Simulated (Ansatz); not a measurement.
**Work function of Re(0001): what the settings cost and change**

How far do functional and pseudopotentials move the work function of Re(0001), and at what cost?

Main program and level: Ansatz 0.2.0; plane-wave DFT, PBE, Ansatz PAW, in the first sound run; inputs show where later runs differ.

**What experiment says.**

“Anisotropic work function of elemental crystals” (2019, arxiv:1902.07811) quotes from earlier work for Re (clean (0001) face, a compiled value): work function (clean (0001) face, a compiled value) 5.15 eV.

## 1. The structure

The cell holds 7 atoms: 7 Re. Its edges and angles: a = 2.760 Å, b = 2.760 Å, c = 31.372 Å, α = 90.0°, β = 90.0°, γ = 60.0°. Vacuum lies along c.

## 2. Run, setting PBE, Ansatz PAW (420 eV)

A work function rests on the faint tail of the density, so the SCF threshold is tight. PBE on the default files comes first; the next runs keep the geometry and change functional or files, each at the cutoff that its files recommend; a relaxation and, for heavy metals, spin-orbit coupling close the ladder.

The input, input.yaml:

```yaml
crystal:
  lattice:
    - [2.76, 0.0, 0.0]
    - [1.38, 2.3902301144, 0.0]
    - [0.0, 0.0, 31.3722]
  atoms:
    - { symbol: Re, position: [0.0, 0.0, 0.2868781915] }
    - { symbol: Re, position: [0.6666666667, 0.6666666667, 0.3579187943] }
    - { symbol: Re, position: [0.0, 0.0, 0.4289593972] }
    - { symbol: Re, position: [0.6666666667, 0.6666666667, 0.5] }
    - { symbol: Re, position: [0.0, 0.0, 0.5710406028] }
    - { symbol: Re, position: [0.6666666667, 0.6666666667, 0.6420812057] }
    - { symbol: Re, position: [0.0, 0.0, 0.7131218085] }
kpoints:
  mp_grid: { grid: [17, 17, 1] }
hamiltonian:
  xc: pbe
scf:
  occupations: { method: fermi_dirac, width: 0.1 }
  convergence: { dr2_threshold: 1.0e-09 }
efield:
  axis: 3
  dipole_correction: true
  ramp_position: 0.97
  ramp_width: 0.06
output:
  write_potential: true
  write_density: true
  volumetric_format: npy
  elf: true
```

The run is started by

```bash
$ ansatz run input.yaml --threads 4 --pin off --max-ram 6144MiB --backend cpu --events-out ev --progress --plain --runs-dir out
```

Numbers of over 12 decimals in the logs are rounded to 6 here.

The program printed:

```text
Engine: ansatz 0.2.0, x86_64-unknown-linux-gnu
Pseudopotentials: kind: paw
Pseudopotential: Re, paw, valence charge 15, recommended cutoff 420 eV (normal), Re.paw.azcp
Functional definition: PBE
  parameter kappa = 0.804
  parameter beta = 0.066725
  exchange = pbe_x(kappa = kappa, mu = beta*pi^2/3)
  correlation = pbe_c(beta = beta)
Crystal: 7 atoms, lattice volume = 206.964 Å³
Basis set: ecut = 420 eV, 4047 PW (Γ)
Bands: 63, of which v1, the nominal top of the filled ones, is band 53 counted from 1 (52 counted from 0)
Symmetry: 6 space group operations
k-points: 33 of 289 (time reversal used)
Non-local potential: Re, projectors of the file, l = 0: 3, l = 1: 2, l = 2: 2, l = 3: 1
PAW form: soft (Blöchl's): semilocal exchange-correlation on the pseudo side does not see the compensation charge
PAW one-centre angular grid: Re, 590 points (default); XC on 64 Gauss nodes
Initial density: superposition of atomic densities (neutral atoms: chi_scale 0, normalization atom), corrected by the library's trained network
Initial wavefunctions: pseudopotential atomic-orbital guess
Functional: x = pbe(κ = 0.804, μ = 0.219515), c = pbe(β = 0.066725)
SCF iter   1: F=—  HF=-76074.328869 eV  |F-HF|=—  |Δ(HF+E_count)|=         —  Δρ=8.82e-3  dr2=2.13e0  ethr=1.77e-3  p=0.000 e·Å  D=2.51e-13 V/Å  ΔV_dip=-0.00 eV  dr2_dipole=6.10e-7  V_vac-E_F(+/−)=4.99/4.99 eV  ⟨swp⟩=8.1  Hψ=9761  notcnv=0
efield: sawtooth ramp at fractional position 0.9700 (set: `efield.ramp_position`, or a place that a band, a saddle search or an elastic batch's reference lends), width 0.0600; the density the first Hamiltonian is built on has a dipole p = 0.000 e·Å; the dipole correction subtracts the counter field D = 2.51e-13 V/Å, which shifts the + side's vacuum level by -0.00 eV against the − side's; the planar-averaged density in the ramp window peaks in size at 1.1e-5 e/Å³
preconditioner: auto → LDOS  [metal: Δε(μ)=0.029 eV  Ē_g=5.155 eV  σ=0.100 eV  W_gap=0.07  n_scr=24 (ndim 8)  ℏωp=18.1 eV  f_vac=0.458  D(μ)=6.31/eV (n_scr^D=22)  β→1.0]
SCF iter   2: F=—  HF=-76074.296423 eV  |F-HF|=—  |Δ(HF+E_count)|=   3.24e-2  Δρ=2.82e-3  dr2=8.00e-2  ethr=1.77e-3  p=-0.000 e·Å  D=-1.39e-5 V/Å  ΔV_dip=0.00 eV  dr2_dipole=3.46e-7  V_vac-E_F(+/−)=4.98/4.98 eV  ⟨swp⟩=1.9  Hψ=2523  notcnv=0  defer=2
SCF iter   3: F=—  HF=-76074.292474 eV  |F-HF|=—  |Δ(HF+E_count)|=   3.95e-3  Δρ=1.01e-3  dr2=8.01e-3  ethr=7.62e-5  p=-0.000 e·Å  D=-3.82e-6 V/Å  ΔV_dip=0.00 eV  dr2_dipole=3.62e-8  V_vac-E_F(+/−)=5.04/5.04 eV  ⟨swp⟩=2.2  Hψ=3325  notcnv=0  defer=20
SCF iter   4: F=—  HF=-76074.291256 eV  |F-HF|=—  |Δ(HF+E_count)|=   1.22e-3  Δρ=2.56e-4  dr2=2.31e-4  ethr=7.63e-6  p=-0.000 e·Å  D=-2.60e-6 V/Å  ΔV_dip=0.00 eV  dr2_dipole=8.47e-9  V_vac-E_F(+/−)=5.03/5.03 eV  ⟨swp⟩=2.7  Hψ=3341  notcnv=0  defer=20
SCF iter   5: F=—  HF=-76074.291243 eV  |F-HF|=—  |Δ(HF+E_count)|=   1.29e-5  Δρ=7.87e-5  dr2=1.99e-5  ethr=2.20e-7  p=-0.000 e·Å  D=-1.27e-6 V/Å  ΔV_dip=0.00 eV  dr2_dipole=3.71e-10  V_vac-E_F(+/−)=5.03/5.03 eV  ⟨swp⟩=2.8  Hψ=3852  notcnv=0  defer=20
SCF iter   6: F=—  HF=-76074.291245 eV  |F-HF|=—  |Δ(HF+E_count)|=   1.95e-6  Δρ=2.46e-5  dr2=5.47e-6  ethr=1.90e-8  p=-0.000 e·Å  D=-3.98e-7 V/Å  ΔV_dip=0.00 eV  dr2_dipole=6.75e-12  V_vac-E_F(+/−)=5.03/5.03 eV  ⟨swp⟩=2.4  Hψ=3295  notcnv=0  defer=20
SCF iter   7: F=—  HF=-76074.291654 eV  |F-HF|=—  |Δ(HF+E_count)|=   4.08e-4  Δρ=7.59e-6  dr2=2.95e-7  ethr=5.20e-9  p=-0.000 e·Å  D=-1.41e-7 V/Å  ΔV_dip=0.00 eV  dr2_dipole=1.11e-12  V_vac-E_F(+/−)=5.03/5.03 eV  ⟨swp⟩=2.1  Hψ=2782  notcnv=0  defer=1
SCF iter   8: F=—  HF=-76074.291654 eV  |F-HF|=—  |Δ(HF+E_count)|=   8.02e-8  Δρ=2.75e-6  dr2=5.04e-8  ethr=2.81e-10  p=-0.000 e·Å  D=-3.27e-8 V/Å  ΔV_dip=0.00 eV  dr2_dipole=1.40e-13  V_vac-E_F(+/−)=5.03/5.03 eV  ⟨swp⟩=3.5  Hψ=4427  notcnv=0  defer=1
SCF iter   9: F=—  HF=-76074.291654 eV  |F-HF|=—  |Δ(HF+E_count)|=   6.50e-9  Δρ=6.94e-7  dr2=1.33e-9  ethr=4.80e-11  p=-0.000 e·Å  D=-1.03e-8 V/Å  ΔV_dip=0.00 eV  dr2_dipole=1.33e-12  V_vac-E_F(+/−)=5.03/5.03 eV  ⟨swp⟩=2.3  Hψ=3211  notcnv=0  defer=1
SCF iter  10: F=-76074.291654 eV  HF=-76074.291654 eV  |F-HF|=1.46e-10  |Δ(HF+E_count)|=   2.76e-9  Δρ=1.52e-7  dr2=1.49e-10  ethr=1.00e-12  p=0.000 e·Å  D=2.88e-9 V/Å  ΔV_dip=-0.00 eV  dr2_dipole=5.23e-13  V_vac-E_F(+/−)=5.03/5.03 eV  ⟨swp⟩=7.1  Hψ=5692  notcnv=0
SCF 1 converged in 10 iterations: F = -76074.291654 eV  dr2 = 1.49e-10
  greatest PAW one-centre occupation: 1.000 electrons in one spin orbital (limit 2), on the Re atom at site 2 (counted from 0), in its partial waves of l = 0
WARN: The output density's exchange-correlation potential varies sharply where the density is thin. Do not read a vacuum level from v_tot or v_xc, or from such a field of the output density. On a cell that repeats whose density bears no net charge and no dipole along the vacuum's axis use v_es (v_loc + v_h of the components); under efield.dipole_correction with no amplitude use v_es + v_field, which holds any externa [...]
SCF converged after 10 iterations
Free energy (F): -76074.291654 eV
Harris-Foulkes:  -76074.291654 eV  (|F-HF|=1.46e-10)
Internal energy: -76074.082320 eV  (E = F + TS)
E sigma→0 (E₀):  -76074.186987 eV
Entropy (-TS):   -0.209334 eV (-29.905 meV/atom)
Fermi energy:    9.507180 eV
Dipole field:    D = 0.000001 V/Å  (p = 0.000001 e·Å, saw-weighted, corrected)
Work function:   Φ+ = 5.0295 eV   Φ− = 5.0296 eV
Levels:          The Fermi level and band energies are counted from a zero that moves with the ramp; work functions are not
--- Per-component energies (eV) ---
  E_band       = -2019.964644
  E_kinetic    = 3779.552315
  E_local      = -207621.976642  (includes V_loc(G=0)·N_el)
  E_nonlocal   = 342.094190
  E_hartree    = 102303.878031
  E_xc         = -2823.644470
  E_vxc        = -2122.995008  (∫ρ·V_xc dr)
  E_paw        = -60613.172611  (= ΣΔE_a)
  E_vpaw       = -1004.397808  (= ΣTr[D̂ρ^β])
  E_aug_tail   = -0.000531  (compensation charges beyond the density's cutoff)
  E_efield     = 0.000000  (sawtooth field / dipole correction)
  E_vefield    = 0.000000  (∫n·V_field dr)
  E_ewald      = 88559.187399
  E_smearing   = -0.209334  (= −TS)
  E_closure    = -0.000000  (closes the sum)
  Σ components = -76074.291654   (vs F -76074.291654, Δ=0.00e0)
--- Band table (eV; the first three rows and the last of 33) ---
  k-point 0: bands = [... 49 lower, 8.2754, 8.4958, 8.4958, 8.6017, 8.6743, 8.6743, 9.5688, 9.9214, ... 6 higher]
  k-point 1: bands = [... 49 lower, 8.3040, 8.3852, 8.5386, 8.6044, 8.7786, 8.7940, 9.4051, 9.5549, ... 6 higher]
  k-point 2: bands = [... 49 lower, 8.3977, 8.4658, 8.6919, 8.7032, 8.8806, 8.8948, 9.0752, 9.1450, ... 6 higher]
  k-point 32: bands = [... 49 lower, 8.1116, 9.3225, 9.3695, 9.5221, 10.2152, 11.3080, 11.5802, 11.5844, ... 6 higher]
```

It took 44 s on 4 threads of AMD EPYC 7R43, shared host; peak memory 0.88 GiB; 99 s of CPU time.

In the SCF lines HF is the Harris–Foulkes energy and dr2 the Hartree energy of the density residual, in eV; the loop may stop once dr2 is under the threshold and the program's other checks hold. Hψ counts applications of the Hamiltonian.

Numbers from this step:

| Item | Value |
| --- | --- |
| energy at zero smearing | -76074.1870 eV |
| work function, upper face | 5.030 eV |

Running mean over 2.2287 Å of the planar mean; the ramp of the sawtooth is left out. Table of electron's electrostatic potential energy less the Fermi level by z:

z (Å), electron's electrostatic potential energy less the Fermi level (eV) and a bar from the least value:
```
        4        5.0 ##############################
        5        5.0 ##############################
        6        4.9 ##############################
        7        3.5 ############################
        8       -6.2 ############
        9      -13.1 #
       10      -13.4 
       11      -13.5 
       12      -13.5 
       13      -13.5 
       14      -13.4 
       15      -13.4 
       16      -13.4 
       17      -13.4 
       18      -13.5 
       19      -13.5 
       20      -13.5 
       21      -13.5 
       22      -13.3 
       23      -10.3 #####
       24        1.2 ########################
       25        4.7 ##############################
       26        5.0 ##############################
       27        5.0 ##############################
       28        5.0 ##############################
```

Electrostatic potential energy in the ca plane at fractional y = 0.000, with atoms of Re within 0.2 Å of it. With pseudopotentials it is smooth inside the atoms' cores, unlike the true potential.

Values in eV, 5 rows by 16 columns, each cell a mean:
```
  7 -14 -52  -1   7   5 -46 -26   8   7 -19 -50   2  14  14  15
 -5   4 -10   6  -8   5  -7   0  -1  -3   3  -9  10  14  15  15
-12   8   5   7 -17   3   6   7  -6 -10   8   5  12  14  15  15
  1  -2 -26   4  -1   5 -21  -9   3   2  -4 -25   8  14  14  15
  9 -19 -58  -3   9   5 -52 -32   9   9 -24 -56   0  14  14  15
```
Columns run along c (16.0 Å, from fractional 0.36 to 0.87 of the cell; values clipped at the 3rd and 97th percentile), rows up along a (2.8 Å). Atoms in or near the plane, at fractional coordinates: Re at (0.43, 0.00), Re at (0.57, 0.00), Re at (0.71, 0.00).

ELF in the ca plane at fractional y = 0.000, with atoms of Re within 0.2 Å of it. It is the smooth field of the valence electrons, not physical close to the nuclei.

Ten even steps from '0' (0.00) to '9' (0.74), each cell a mean:
```
45546979645544545988835544554888941100000000
34544787445333443688535433454588632110000000
43343444343344344344344344344344433321000000
64345444543465335444543365334445555421000000
54344343443454344443443355334334444321000000
33443575344333443566444333354466532210000000
34545999545434544899735543454799841110000000
45547958735545645957845654554866951100000000
```
Columns run along c (16.0 Å, from fractional 0.36 to 0.87 of the cell), rows up along a (2.8 Å). Atoms in or near the plane, at fractional coordinates: Re at (0.43, 0.00), Re at (0.57, 0.00), Re at (0.71, 0.00).

Valence density in the ca plane at fractional y = 0.000, with atoms of Re within 0.2 Å of it. It is the smooth field of the valence electrons, not physical close to the nuclei.

Ten even steps from '0' (0.0 e/Å³) to '9' (6.7 e/Å³), each cell a mean:
```
00002898300000002699410000001599610000000000
00001353100000001354200000000245200000000000
11000111000111000011000011000011000000000000
21000000000121000000000122100000000000000000
21000000000111000000000111000000000000000000
10000232100010000132100011000133100000000000
00002686200000001587300000001478410000000000
00003999300000002899510000001699710000000000
```
Columns run along c (16.0 Å, from fractional 0.36 to 0.87 of the cell), rows up along a (2.8 Å). Atoms in or near the plane, at fractional coordinates: Re at (0.43, 0.00), Re at (0.57, 0.00), Re at (0.71, 0.00).

The work function is 5.030 eV.

## 3. Slab

This step: plane-wave DFT, LDA, Ansatz PAW (Ansatz 0.2.0).

input.yaml: that of step 2 with these lines changed.

```diff
@@ -16,3 +16,3 @@
 hamiltonian:
-  xc: pbe
+  xc: lda
 scf:
@@ -29,2 +29 @@
   volumetric_format: npy
-  elf: true
```

The program printed:

```text
[...]
Crystal: 7 atoms, lattice volume = 206.964 Å³
Basis set: ecut = 420 eV, 4047 PW (Γ)
Bands: 63, of which v1, the nominal top of the filled ones, is band 53 counted from 1 (52 counted from 0)
Symmetry: 6 space group operations
k-points: 33 of 289 (time reversal used)
[...]
k-point 0: bands = [... 49 lower, 7.9234, 8.1447, 8.1447, 8.3030, 8.3236, 8.3236, 9.2864, 9.5650, ... 6 higher]
  k-point 1: bands = [... 49 lower, 7.9580, 8.0334, 8.1911, 8.2536, 8.4434, 8.4574, 9.1090, 9.2541, ... 6 higher]
  k-point 2: bands = [... 49 lower, 8.0479, 8.1186, 8.3520, 8.3761, 8.5451, 8.5585, 8.7550, 8.7948, ... 6 higher]
  k-point 32: bands = [... 49 lower, 7.8012, 8.9886, 9.0374, 9.1809, 9.8665, 10.9564, 11.2170, 11.2208, ... 6 higher]
[key lines of the parts left out:]
SCF converged after 9 iterations
Free energy (F): -74250.732727 eV
Fermi energy:    9.176160 eV
Dipole field:    D = -0.000002 V/Å  (p = -0.000002 e·Å, saw-weighted, corrected)
Work function:   Φ+ = 5.3318 eV   Φ− = 5.3318 eV
```

The job ended after 35 s (4 threads; peak memory 0.87 GiB).

The work function is 5.332 eV, +0.302 eV from the run “PBE, Ansatz PAW (420 eV)”, at 0.82 times its CPU time.

## 4. Run

This step: plane-wave DFT, PBEsol, Ansatz PAW (Ansatz 0.2.0).

input.yaml: that of step 3 with these lines changed.

```diff
@@ -16,3 +16,3 @@
 hamiltonian:
-  xc: lda
+  xc: pbesol
 scf:
```

The program printed:

```text
[...]
Crystal: 7 atoms, lattice volume = 206.964 Å³
Basis set: ecut = 420 eV, 4047 PW (Γ)
Bands: 63, of which v1, the nominal top of the filled ones, is band 53 counted from 1 (52 counted from 0)
Symmetry: 6 space group operations
k-points: 33 of 289 (time reversal used)
[...]
k-point 0: bands = [... 49 lower, 8.1218, 8.3433, 8.3433, 8.4540, 8.5234, 8.5234, 9.4265, 9.7714, ... 6 higher]
  k-point 1: bands = [... 49 lower, 8.1518, 8.2318, 8.3873, 8.4522, 8.6297, 8.6433, 9.2610, 9.4101, ... 6 higher]
  k-point 2: bands = [... 49 lower, 8.2452, 8.3143, 8.5441, 8.5502, 8.7325, 8.7434, 8.9281, 8.9949, ... 6 higher]
  k-point 32: bands = [... 49 lower, 7.9672, 9.1756, 9.2231, 9.3733, 10.0655, 11.1599, 11.4307, 11.4350, ... 6 higher]
[key lines of the parts left out:]
SCF converged after 9 iterations
Free energy (F): -75158.127121 eV
Fermi energy:    9.358873 eV
Dipole field:    D = -0.000001 V/Å  (p = -0.000001 e·Å, saw-weighted, corrected)
Work function:   Φ+ = 5.1467 eV   Φ− = 5.1467 eV
```

It took 34 s on 4 threads; peak memory 0.88 GiB.

The work function is 5.147 eV, +0.117 eV from the run “PBE, Ansatz PAW (420 eV)”, at 0.81 times its CPU time.

## 5. Run

This step: plane-wave DFT, RPBE, Ansatz PAW (Ansatz 0.2.0).

input.yaml: that of step 4 with these lines changed.

```diff
@@ -16,3 +16,3 @@
 hamiltonian:
-  xc: pbesol
+  xc: rpbe
 scf:
```

The program printed:

```text
[...]
Crystal: 7 atoms, lattice volume = 206.964 Å³
Basis set: ecut = 420 eV, 4047 PW (Γ)
Bands: 63, of which v1, the nominal top of the filled ones, is band 53 counted from 1 (52 counted from 0)
Symmetry: 6 space group operations
k-points: 33 of 289 (time reversal used)
[...]
k-point 0: bands = [... 49 lower, 8.3924, 8.6121, 8.6121, 8.7140, 8.7906, 8.7906, 9.6785, 10.0384, ... 6 higher]
  k-point 1: bands = [... 49 lower, 8.4210, 8.5021, 8.6545, 8.7206, 8.8925, 8.9103, 9.5162, 9.6612, ... 6 higher]
  k-point 2: bands = [... 49 lower, 8.5143, 8.5816, 8.7995, 8.8198, 8.9968, 9.0107, 9.1901, 9.2609, ... 6 higher]
  k-point 32: bands = [... 49 lower, 8.2149, 9.4350, 9.4818, 9.6362, 10.3302, 11.4232, 11.7033, 11.7079, ... 6 higher]
[key lines of the parts left out:]
SCF converged after 10 iterations
Free energy (F): -76164.964936 eV
Fermi energy:    9.619199 eV
Dipole field:    D = 0.000001 V/Å  (p = 0.000001 e·Å, saw-weighted, corrected)
Work function:   Φ+ = 4.8859 eV   Φ− = 4.8860 eV
```

It took 37 s on 4 threads; peak memory 0.88 GiB.

The work function is 4.886 eV, -0.144 eV from the run “PBE, Ansatz PAW (420 eV)”, at 0.90 times its CPU time.

## 6. Run

This step: plane-wave DFT, r2SCAN, Ansatz PAW (Ansatz 0.2.0).

input.yaml: that of step 5 with these lines changed.

```diff
@@ -16,3 +16,3 @@
 hamiltonian:
-  xc: rpbe
+  xc: r2scan
 scf:
```

The program printed:

```text
[...]
Crystal: 7 atoms, lattice volume = 206.964 Å³
Basis set: ecut = 500 eV, 5071 PW (Γ), exchange–correlation on 96×96×960 points (64 copies of the dense FFT grid, shifted against one another)
Bands: 63, of which v1, the nominal top of the filled ones, is band 53 counted from 1 (52 counted from 0)
Symmetry: 6 space group operations
[...]
k-point 0: bands = [... 49 lower, 8.1146, 8.3365, 8.3365, 8.4119, 8.5264, 8.5264, 9.3907, 9.8310, ... 6 higher]
  k-point 1: bands = [... 49 lower, 8.1434, 8.2291, 8.3799, 8.4495, 8.6125, 8.6506, 9.2360, 9.3832, ... 6 higher]
  k-point 2: bands = [... 49 lower, 8.2467, 8.3080, 8.4976, 8.5607, 8.7300, 8.7530, 8.9257, 9.0145, ... 6 higher]
  k-point 32: bands = [... 49 lower, 7.8581, 9.1787, 9.2241, 9.4061, 10.1464, 11.2893, 11.6148, 11.6205, ... 6 higher]
[key lines of the parts left out:]
SCF converged after 10 iterations
Free energy (F): -76163.272703 eV
Fermi energy:    9.377512 eV
Dipole field:    D = 0.000003 V/Å  (p = 0.000004 e·Å, saw-weighted, corrected)
Work function:   Φ+ = 5.0953 eV   Φ− = 5.0954 eV
```

The job ended after 68 s (4 threads; peak memory 1.4 GiB; 2.7 min of CPU time).

The work function is 5.095 eV, +0.066 eV from the run “PBE, Ansatz PAW (420 eV)”, at 1.6 times its CPU time.

## 7. Run

This step: plane-wave DFT, PBE, JTH PAW (Ansatz 0.2.0).

input.yaml: that of step 6 with these lines changed.

```diff
@@ -16,3 +16,4 @@
 hamiltonian:
-  xc: r2scan
+  xc: pbe
+  pseudopotentials: { kind: paw, source: jth }
 scf:
```

The program printed:

```text
[...]
k-point 0: bands = [... 49 lower, 8.0603, 8.2802, 8.2802, 8.3754, 8.4591, 8.4591, 9.3418, 9.7053, ... 6 higher]
  k-point 1: bands = [... 49 lower, 8.0877, 8.1698, 8.3226, 8.3886, 8.5571, 8.5785, 9.1804, 9.3304, ... 6 higher]
  k-point 2: bands = [... 49 lower, 8.1822, 8.2504, 8.4703, 8.4871, 8.6603, 8.6785, 8.8547, 8.9289, ... 6 higher]
  k-point 32: bands = [... 49 lower, 7.8901, 9.1033, 9.1499, 9.3047, 9.9993, 11.0918, 11.3634, 11.3676, ... 6 higher]
[key lines of the parts left out:]
SCF converged after 11 iterations
Free energy (F): -75772.707685 eV
Fermi energy:    9.287379 eV
Dipole field:    D = 0.000001 V/Å  (p = 0.000001 e·Å, saw-weighted, corrected)
Work function:   Φ+ = 5.0309 eV   Φ− = 5.0309 eV
```

Run time: 2.6 min. Hardware: 4 threads; peak memory 3.3 GiB.

The work function is 5.031 eV, +0.001 eV from the run “PBE, Ansatz PAW (420 eV)”, at 4.2 times its CPU time.

(Continued in part 2 of 2.)

[Logs are printed without paths, hosts, clocks, repeated set-up lines and the standing remarks that a program may print on its own settings, such as how far it seeks lower states.]

[Hosts, paths, dates, database ids (printed as entryN), source tags and the programs' standing remarks are cut or masked in the printed files.]

[Maps of the electrostatic potential energy from Ansatz leave out the sawtooth potential of an applied field or a dipole correction, so their vacuum need not be flat; planar profiles and work functions include it.]
